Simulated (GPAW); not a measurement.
## A 5-layer slab of Cr(111) in an electric field

Wanted: the out-of-plane polarisability of a 5-layer slab of Cr(111).

Calculated with GPAW 26.7.0; GPAW, PAW setups; slab in vacuum.

## 1. Starting point

The cell holds 5 atoms: 5 Cr. Cell: a = 4.073 Å, b = 4.073 Å, c = 21.326 Å, α = 90.0°, β = 90.0°, γ = 60.0°. Vacuum lies along c.

## 2. Relaxation

The atoms are relaxed first, since the surface dipole, and with it the work function, follows the positions of the outer layers. The lowest 2 atoms are held at bulk positions and keep their forces.

The input, run.py:

```python
import json
import numpy as np
from ase import Atoms
from ase.constraints import FixAtoms
from ase.optimize import BFGS
from gpaw import GPAW, PW

slab = Atoms(
    ['Cr', 'Cr', 'Cr', 'Cr', 'Cr'],
    positions=[
        [4.07294, 2.35151, 9.00000],
        [0.00000, 0.00000, 9.83138],
        [2.03647, 1.17576, 10.66277],
        [4.07294, 2.35151, 11.49415],
        [0.00000, 0.00000, 12.32554]],
    cell=[[4.07294, 0.0, 0.0], [2.03647, 3.52727, 0.0], [0.0, 0.0, 21.32554]],
    pbc=[True, True, False])

slab.calc = GPAW(mode=PW(400), xc='PBE', kpts={'size': (9, 9, 1), 'gamma': True},
                 occupations={'name': 'fermi-dirac', 'width': 0.1}, nbands='140%',
                 convergence={'density': 0.0001}, maxiter=200,
                 poissonsolver={'dipolelayer': 'xy'},
                 symmetry={'tolerance': 1e-3, 'extra_ids': [1, 1, 0, 0, 0]}, txt='slab.txt')
result = {}
slab.set_constraint(FixAtoms([0, 1]))
path = []
opt = BFGS(slab, maxstep=0.2)
opt.attach(lambda: path.append((slab.get_potential_energy(), slab.positions.tolist(), slab.get_forces().tolist())))
result['relaxed'] = bool(opt.run(fmax=0.05, steps=30))
result['path'] = path
energy = slab.get_potential_energy()
fermi = slab.calc.get_fermi_level()
v = slab.calc.get_electrostatic_potential().mean((0, 1)) - fermi
n = slab.calc.get_pseudo_density().mean((0, 1))
L = slab.cell[2, 2]
z = np.arange(len(v)) * L / len(v)
low, high = slab.positions[:, 2].min(), slab.positions[:, 2].max()
below, above = np.interp([low - 6.8, high + 6.8], z, v)
slopes = [np.interp(x, z, np.gradient(v, z)) for x in (low - 6.8, high + 6.8)]
eps = np.array([[slab.calc.get_eigenvalues(k, s) for k in range(len(slab.calc.get_ibz_k_points()))]
                for s in range(slab.calc.get_number_of_spins())]) - fermi
top, bottom = eps[eps < 0].max(), eps[eps > 0].min()
dipole = slab.get_dipole_moment()[2]
print(f'energy {energy:.4f} eV, Fermi level {fermi:.4f} eV, dipole {dipole:.5f} e A')
print(f'potential 6.8 A off the faces, from the Fermi level: lower {below:.4f} eV, upper {above:.4f} eV')
print(f'slope of the potential there: lower {slopes[0]:.5f}, upper {slopes[1]:.5f} eV/A')
print(f'nearest levels on the mesh: {top:.4f} and {bottom:.4f} eV')
print('magnetic moment', round(slab.get_magnetic_moment(), 3))
result.update(energy=energy, fermi=fermi, dipole=dipole, below=below, above=above, slopes=slopes, edges=[top, bottom],
              z=z.tolist(), v=v.tolist(), n=n.tolist(), positions=slab.positions.tolist(),
              forces=slab.get_forces(apply_constraint=False).tolist(), moments=slab.get_magnetic_moments().tolist())
json.dump(result, open('result.json', 'w'))
```

The run is started by

```bash
> OMP_NUM_THREADS=1 OPENBLAS_NUM_THREADS=1 python run.py
```

The log of the run:

```text
Step          Energy          fmax
BFGS:    0      -40.087705        2.237285
BFGS:    1      -40.177001        2.133878
BFGS:    2      -40.659303        1.244718
BFGS:    3      -40.914077        1.016061
BFGS:    4      -40.942168        0.744082
BFGS:    5      -40.972850        0.683943
BFGS:    6      -41.014094        0.585197
BFGS:    7      -41.022660        0.491162
BFGS:    8      -41.036093        0.343934
BFGS:    9      -41.044237        0.289419
BFGS:   10      -41.048109        0.090373
BFGS:   11      -41.048434        0.009569
energy -40.9372 eV, Fermi level -0.8822 eV, dipole -0.00813 e A
potential 6.8 A off the faces, from the Fermi level: lower 3.7709 eV, upper 3.8797 eV
slope of the potential there: lower -0.00014, upper 0.00019 eV/A
nearest levels on the mesh: -0.0255 and 0.0219 eV
magnetic moment 0.0
```

Run time: 6.2 min. Hardware: 1 thread of Intel Xeon Platinum 8375C at 2.90GHz (Ice Lake), shared host; peak memory 0.23 GiB.

This run has no spin polarisation, although Cr can carry a moment.

Step by step:

| step | energy less that of the first step (eV) | largest force (eV/Å) |
| --- | --- | --- |
| 1 | 0.0000 | 2.2373 |
| 2 | -0.0921 | 2.1339 |
| 3 | -0.5899 | 1.2447 |
| 4 | -0.8567 | 1.0161 |
| 5 | -0.8875 | 0.7441 |
| 6 | -0.9186 | 0.6839 |
| 7 | -0.9566 | 0.5852 |
| 8 | -0.9639 | 0.4912 |
| 9 | -0.9760 | 0.3439 |
| 10 | -0.9842 | 0.2894 |
| 11 | -0.9886 | 0.0904 |
| 12 | -0.9890 | 0.0096 |

The atoms that moved most (Å):

| atom | dx | dy | dz | length |
| --- | --- | --- | --- | --- |
| Cr5 | 0.000 | 0.000 | -0.470 | 0.470 |
| Cr4 | 0.000 | 0.000 | -0.390 | 0.390 |
| Cr3 | 0.000 | 0.000 | -0.211 | 0.211 |

The relaxed structure:

```cif
data_structure
_symmetry_space_group_name_H-M 'P 1'
_symmetry_Int_Tables_number 1
_cell_length_a 4.0729
_cell_length_b 4.0729
_cell_length_c 21.3255
_cell_angle_alpha 90.000
_cell_angle_beta 90.000
_cell_angle_gamma 60.000
_cell_volume 306.37
loop_
_atom_site_label
_atom_site_type_symbol
_atom_site_fract_x
_atom_site_fract_y
_atom_site_fract_z
_atom_site_occupancy
Cr1 Cr 0.66667 0.66667 0.42203 1
Cr2 Cr 0.00000 0.00000 0.46101 1
Cr3 Cr 0.33333 0.33333 0.49010 1
Cr4 Cr 0.66667 0.66667 0.52070 1
Cr5 Cr 0.00000 0.00000 0.55592 1
```

Numbers from this step:

```
dipole along the normal                    : -0.008130 e·Å
levels nearest the Fermi level on the mesh : -0.02553, 0.02192 eV from the Fermi level
upper work function                        : 3.880 eV
lower work function                        : 3.771 eV
```

The electrostatic potential energy of an electron (without an applied field's), less the Fermi level, planar mean by z:

| z (Å) | electrostatic potential energy of an electron (without an applied field's), less the Fermi level, planar mean (eV) |
| --- | --- |
| 0.0 | 3.83 |
| 0.5 | 3.77 |
| 1.0 | 3.77 |
| 1.5 | 3.77 |
| 2.0 | 3.77 |
| 2.5 | 3.77 |
| 3.0 | 3.77 |
| 3.5 | 3.77 |
| 4.0 | 3.77 |
| 4.5 | 3.77 |
| 5.0 | 3.77 |
| 5.5 | 3.76 |
| 6.0 | 3.75 |
| 6.5 | 3.70 |
| 7.0 | 3.56 |
| 7.5 | 3.11 |
| 8.0 | 1.75 |
| 8.5 | -2.58 |
| 9.0 | -9.21 |
| 9.5 | -10.9 |
| 10.0 | -14.0 |
| 10.5 | -14.8 |
| 11.0 | -13.8 |
| 11.5 | -11.6 |
| 12.0 | -8.19 |
| 12.5 | -0.879 |
| 13.0 | 2.39 |
| 13.5 | 3.41 |
| 14.0 | 3.73 |
| 14.5 | 3.83 |
| 15.0 | 3.86 |
| 15.5 | 3.87 |
| 16.0 | 3.88 |
| 16.5 | 3.88 |
| 17.0 | 3.88 |
| 17.5 | 3.88 |
| 18.0 | 3.88 |
| 18.5 | 3.88 |
| 19.0 | 3.88 |
| 19.5 | 3.88 |
| 20.0 | 3.88 |
| 20.5 | 3.88 |
| 21.0 | 3.87 |

Table of pseudo valence density, planar mean by z:

| z (Å) | pseudo valence density, planar mean (e/Å³) |
| --- | --- |
| 5 | 6.3e-5 |
| 6 | 6.3e-4 |
| 7 | 0.00608 |
| 8 | 0.0624 |
| 9 | 0.443 |
| 10 | 0.600 |
| 11 | 0.608 |
| 12 | 0.405 |
| 13 | 0.0438 |
| 14 | 0.00452 |
| 15 | 4.4e-4 |
| 16 | 4.1e-5 |

The relaxation lowered the energy of the cell by 0.989 eV (energies extrapolated to zero smearing; the optimiser's log prints free energies). The largest force left on a free atom is 0.0096 eV/Å.

## 3. The slab's potential

The work function is the vacuum plateau of the electrostatic potential less the Fermi level; a dipole layer lets the two faces have plateaus of their own.

Changes to run.py since step 2:

```diff
@@ -3,4 +3,2 @@
 from ase import Atoms
-from ase.constraints import FixAtoms
-from ase.optimize import BFGS
 from gpaw import GPAW, PW
@@ -12,5 +10,5 @@
         [0.00000, 0.00000, 9.83138],
-        [2.03647, 1.17576, 10.66277],
-        [4.07294, 2.35151, 11.49415],
-        [0.00000, 0.00000, 12.32554]],
+        [2.03647, 1.17576, 10.45158],
+        [4.07294, 2.35151, 11.10419],
+        [-0.00000, 0.00000, 11.85534]],
     cell=[[4.07294, 0.0, 0.0], [2.03647, 3.52727, 0.0], [0.0, 0.0, 21.32554]],
@@ -20,12 +18,6 @@
                  occupations={'name': 'fermi-dirac', 'width': 0.1}, nbands='140%',
-                 convergence={'density': 0.0001}, maxiter=200,
+                 convergence={'density': 1e-05}, maxiter=200,
                  poissonsolver={'dipolelayer': 'xy'},
-                 symmetry={'tolerance': 1e-3, 'extra_ids': [1, 1, 0, 0, 0]}, txt='slab.txt')
+                 symmetry={'tolerance': 1e-3}, txt='slab.txt')
 result = {}
-slab.set_constraint(FixAtoms([0, 1]))
-path = []
-opt = BFGS(slab, maxstep=0.2)
-opt.attach(lambda: path.append((slab.get_potential_energy(), slab.positions.tolist(), slab.get_forces().tolist())))
-result['relaxed'] = bool(opt.run(fmax=0.05, steps=30))
-result['path'] = path
 energy = slab.get_potential_energy()
```

The log of the run:

```text
energy -40.9372 eV, Fermi level -0.8823 eV, dipole -0.00808 e A
potential 6.8 A off the faces, from the Fermi level: lower 3.7710 eV, upper 3.8799 eV
slope of the potential there: lower -0.00015, upper 0.00020 eV/A
nearest levels on the mesh: -0.0255 and 0.0219 eV
magnetic moment 0.0
```

Wall time 40 s (1 thread); peak memory 0.23 GiB.

This step gave:

```
dipole along the normal                    : -0.008081 e·Å
levels nearest the Fermi level on the mesh : -0.02552, 0.02195 eV from the Fermi level
```

Electrostatic potential energy of an electron (without an applied field's), less the Fermi level, planar mean against z:

z (Å), electrostatic potential energy of an electron (without an applied field's), less the Fermi level, planar mean (eV) and a bar from the least value:
```
        0        3.8 ##############################
        1        3.8 ##############################
        2        3.8 ##############################
        3        3.8 ##############################
        4        3.8 ##############################
        5        3.8 ##############################
        6        3.7 ##############################
        7        3.6 #############################
        8        1.7 ##########################
        9       -9.2 ########
       10      -14.0 
       11      -13.8 
       12       -8.2 ##########
       13        2.4 ############################
       14        3.7 ##############################
       15        3.9 ##############################
       16        3.9 ##############################
       17        3.9 ##############################
       18        3.9 ##############################
       19        3.9 ##############################
       20        3.9 ##############################
       21        3.9 ##############################
```

The pseudo valence density, planar mean by z:

| z (Å) | pseudo valence density, planar mean (e/Å³) |
| --- | --- |
| 0.00 | 0 |
| 0.64 | 6.4e-7 |
| 1.07 | 6.5e-7 |
| 1.71 | 0 |
| 2.35 | 7.3e-7 |
| 2.77 | 9.3e-7 |
| 3.41 | 1.2e-6 |
| 4.05 | 7.2e-6 |
| 4.48 | 1.8e-5 |
| 5.12 | 8.0e-5 |
| 5.76 | 3.5e-4 |
| 6.18 | 9.4e-4 |
| 6.82 | 0.00402 |
| 7.46 | 0.0169 |
| 7.89 | 0.0453 |
| 8.53 | 0.209 |
| 9.17 | 0.456 |
| 9.60 | 0.529 |
| 10.24 | 0.609 |
| 10.88 | 0.601 |
| 11.52 | 0.486 |
| 11.94 | 0.440 |
| 12.58 | 0.124 |
| 13.22 | 0.0259 |
| 13.65 | 0.00984 |
| 14.29 | 0.00226 |
| 14.93 | 5.1e-4 |
| 15.35 | 1.9e-4 |
| 15.99 | 4.1e-5 |
| 16.63 | 8.5e-6 |
| 17.06 | 2.8e-6 |
| 17.70 | 1.3e-6 |
| 18.34 | 0 |
| 18.77 | 0 |
| 19.41 | 6.7e-7 |
| 20.05 | 0 |
| 20.47 | 0 |
| 21.11 | 6.7e-7 |

Force by atom:

| atom | x (eV/Å) | y (eV/Å) | z (eV/Å) | size |
| --- | --- | --- | --- | --- |
| Cr1 | 0.00 | 0.00 | 1.01 | 1.01 |
| Cr2 | 0.00 | 0.00 | -1.01 | 1.01 |
| Cr3 | 0.00 | 0.00 | 0.01 | 0.01 |
| Cr4 | 0.00 | 0.00 | 0.00 | 0.00 |
| Cr5 | 0.00 | 0.00 | -0.01 | 0.01 |

The potential is flat to 2.0e-4 eV/Å where it is read, so the vacuum is wide enough.

## 4. Field on

A uniform field along the normal polarises the slab; the atoms stay fixed, so this is the electronic response alone.

Changes to run.py since step 3:

```diff
@@ -4,2 +4,3 @@
 from gpaw import GPAW, PW
+from gpaw.external import ConstantElectricField
 
@@ -20,2 +21,3 @@
                  poissonsolver={'dipolelayer': 'xy'},
+                 external=ConstantElectricField(-0.2, [0, 0, 1]),
                  symmetry={'tolerance': 1e-3}, txt='slab.txt')
```

The log of the run:

```text
energy -40.9483 eV, Fermi level -0.8505 eV, dipole -0.10442 e A
potential 6.8 A off the faces, from the Fermi level: lower 3.1241 eV, upper 4.4393 eV
slope of the potential there: lower -0.00014, upper 0.00022 eV/A
nearest levels on the mesh: -0.0262 and 0.0230 eV
magnetic moment 0.0
```

The job ended after 2.8 min (1 thread; peak memory 0.34 GiB).

This step gave:

```
dipole along the normal                                         : -0.1044 e·Å
levels nearest the Fermi level on the mesh                      : -0.02624, 0.02300 eV from the Fermi level
potential below the slab, the applied field's own ramp left out : 3.124 eV from the Fermi level
potential above the slab, the applied field's own ramp left out : 4.439 eV from the Fermi level
```

Table of electrostatic potential energy of an electron (without an applied field's), less the Fermi level, planar mean by z:

| z (Å) | electrostatic potential energy of an electron (without an applied field's), less the Fermi level, planar mean (eV) |
| --- | --- |
| 0 | 3.78 |
| 1 | 3.12 |
| 2 | 3.12 |
| 3 | 3.12 |
| 4 | 3.12 |
| 5 | 3.12 |
| 6 | 3.11 |
| 7 | 2.94 |
| 8 | 1.22 |
| 9 | -9.54 |
| 10 | -14.1 |
| 11 | -13.7 |
| 12 | -7.92 |
| 13 | 2.85 |
| 14 | 4.27 |
| 15 | 4.42 |
| 16 | 4.44 |
| 17 | 4.44 |
| 18 | 4.44 |
| 19 | 4.44 |
| 20 | 4.44 |
| 21 | 4.33 |

Force by atom:

| atom | x (eV/Å) | y (eV/Å) | z (eV/Å) | size |
| --- | --- | --- | --- | --- |
| Cr1 | 0.000 | 0.000 | 0.987 | 0.987 |
| Cr2 | 0.000 | 0.000 | -0.987 | 0.987 |
| Cr3 | 0.000 | 0.000 | 0.020 | 0.020 |
| Cr4 | 0.000 | 0.000 | 0.011 | 0.011 |
| Cr5 | 0.000 | 0.000 | -0.031 | 0.031 |

The dipole is now -0.104 e Å, against -0.0081 in the run without a field.

## 5. In a field

Changes to run.py since step 4:

```diff
@@ -21,3 +21,3 @@
                  poissonsolver={'dipolelayer': 'xy'},
-                 external=ConstantElectricField(-0.2, [0, 0, 1]),
+                 external=ConstantElectricField(-0.1, [0, 0, 1]),
                  symmetry={'tolerance': 1e-3}, txt='slab.txt')
```

The log of the run:

```text
energy -40.9403 eV, Fermi level -0.8651 eV, dipole -0.05652 e A
potential 6.8 A off the faces, from the Fermi level: lower 3.4458 eV, upper 4.1577 eV
slope of the potential there: lower -0.00015, upper 0.00021 eV/A
nearest levels on the mesh: -0.0258 and 0.0224 eV
magnetic moment 0.0
```

Wall time 3 min (1 thread); peak memory 0.34 GiB.

Numbers from this step:

| Item | Value |
| --- | --- |
| dipole along the normal | -0.05652 e·Å |
| levels nearest the Fermi level on the mesh | -0.02582, 0.02243 eV from the Fermi level |
| potential below the slab, the applied field's own ramp left out | 3.446 eV from the Fermi level |
| potential above the slab, the applied field's own ramp left out | 4.158 eV from the Fermi level |

Table of electrostatic potential energy of an electron (without an applied field's), less the Fermi level, planar mean by z:

| z (Å) | electrostatic potential energy of an electron (without an applied field's), less the Fermi level, planar mean (eV) |
| --- | --- |
| 0 | 3.80 |
| 1 | 3.45 |
| 2 | 3.45 |
| 3 | 3.45 |
| 4 | 3.45 |
| 5 | 3.44 |
| 6 | 3.43 |
| 7 | 3.25 |
| 8 | 1.48 |
| 9 | -9.38 |
| 10 | -14.1 |
| 11 | -13.8 |
| 12 | -8.06 |
| 13 | 2.62 |
| 14 | 4.00 |
| 15 | 4.14 |
| 16 | 4.16 |
| 17 | 4.16 |
| 18 | 4.16 |
| 19 | 4.16 |
| 20 | 4.16 |
| 21 | 4.10 |

Force by atom:

| atom | x (eV/Å) | y (eV/Å) | z (eV/Å) | size |
| --- | --- | --- | --- | --- |
| Cr1 | 0.00 | 0.00 | 1.00 | 1.00 |
| Cr2 | 0.00 | 0.00 | -1.00 | 1.00 |
| Cr3 | 0.00 | 0.00 | 0.01 | 0.01 |
| Cr4 | 0.00 | 0.00 | 0.00 | 0.00 |
| Cr5 | 0.00 | 0.00 | -0.02 | 0.02 |

The dipole is now -0.0565 e Å, against -0.0081 in the run without a field.

## 6. Field on

Changes to run.py since step 5:

```diff
@@ -21,3 +21,3 @@
                  poissonsolver={'dipolelayer': 'xy'},
-                 external=ConstantElectricField(-0.1, [0, 0, 1]),
+                 external=ConstantElectricField(-0.05, [0, 0, 1]),
                  symmetry={'tolerance': 1e-3}, txt='slab.txt')
```

The log of the run:

```text
energy -40.9381 eV, Fermi level -0.8734 eV, dipole -0.03259 e A
potential 6.8 A off the faces, from the Fermi level: lower 3.6079 eV, upper 4.0183 eV
slope of the potential there: lower -0.00015, upper 0.00020 eV/A
nearest levels on the mesh: -0.0256 and 0.0222 eV
magnetic moment 0.0
```

Elapsed: 2.7 min, on 1 thread; peak memory 0.34 GiB.

## 7. Field on

Changes to run.py since step 6:

```diff
@@ -21,3 +21,3 @@
                  poissonsolver={'dipolelayer': 'xy'},
-                 external=ConstantElectricField(-0.05, [0, 0, 1]),
+                 external=ConstantElectricField(0.05, [0, 0, 1]),
                  symmetry={'tolerance': 1e-3}, txt='slab.txt')
```

The log of the run:

```text
energy -40.9373 eV, Fermi level -0.8917 eV, dipole 0.01530 e A
potential 6.8 A off the faces, from the Fermi level: lower 3.9350 eV, upper 3.7423 eV
slope of the potential there: lower -0.00015, upper 0.00019 eV/A
nearest levels on the mesh: -0.0253 and 0.0216 eV
magnetic moment 0.0
```

Elapsed: 2.7 min, on 1 thread; peak memory 0.34 GiB.

## 8. In a field

Changes to run.py since step 7:

```diff
@@ -21,3 +21,3 @@
                  poissonsolver={'dipolelayer': 'xy'},
-                 external=ConstantElectricField(0.05, [0, 0, 1]),
+                 external=ConstantElectricField(0.1, [0, 0, 1]),
                  symmetry={'tolerance': 1e-3}, txt='slab.txt')
```

The log of the run:

```text
energy -40.9387 eV, Fermi level -0.9018 eV, dipole 0.03927 e A
potential 6.8 A off the faces, from the Fermi level: lower 4.1001 eV, upper 3.6054 eV
slope of the potential there: lower -0.00016, upper 0.00019 eV/A
nearest levels on the mesh: -0.0252 and 0.0214 eV
magnetic moment 0.0
```

It took 2.6 min on 1 thread; peak memory 0.35 GiB.

(Continued in part 2 of 2.)

[Logs are printed without paths, hosts, clocks, repeated set-up lines and the standing remarks that a program may print on its own settings, such as how far it seeks lower states.]

[Hosts, paths, dates, database ids (printed as entryN), source tags and the programs' standing remarks are cut or masked in the printed files.]
